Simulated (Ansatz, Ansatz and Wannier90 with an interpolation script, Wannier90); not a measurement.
Rows from a G0W0 calculation on TiO2 (Anatase) (Ansatz 0.2.0; G0W0 on LDA, plane waves, PAW; 6×6×6 mesh, 284 empty bands, screening to 150 eV), in eV. Spin-orbit coupling is left out.

| row | k | band | start | Σx | Σc at the solution | Vxc |
| --- | --- | --- | --- | --- | --- | --- |
| A | (0.000, 0.000, -0.500) | c1 | 10.246 | -13.883 | -7.662 | -23.036 |
| B | Γ | c2 | 9.741 | -13.442 | -7.536 | -22.470 |
| C | (0.000, 0.000, -0.500) | v1 | 6.911 | -25.687 | 4.438 | -21.055 |
| D | Γ | v1 | 6.473 | -25.179 | 4.517 | -20.436 |
| E | Γ | c3 | 10.888 | -14.320 | -7.416 | -23.097 |
| F | Γ | c1 | 8.971 | -13.058 | -6.635 | -21.111 |

Give the quasiparticle energies and the shift of each level.

The quasiparticle equation reads E = start + Σx + Σc(E) − Vxc.

| row | E (eV) | shift (eV) |
| --- | --- | --- |
| A | 11.737 | +1.491 |
| B | 11.233 | +1.492 |
| C | 6.716 | −0.194 |
| D | 6.248 | −0.225 |
| E | 12.249 | +1.361 |
| F | 10.389 | +1.418 |

Limits: not at the basis limit.

[Runs of the session that timed out or met a known fault of the program may be left out.]

[Hosts, paths, dates, database ids (printed as entryN), source tags and the programs' standing remarks are cut or masked in the printed files.]
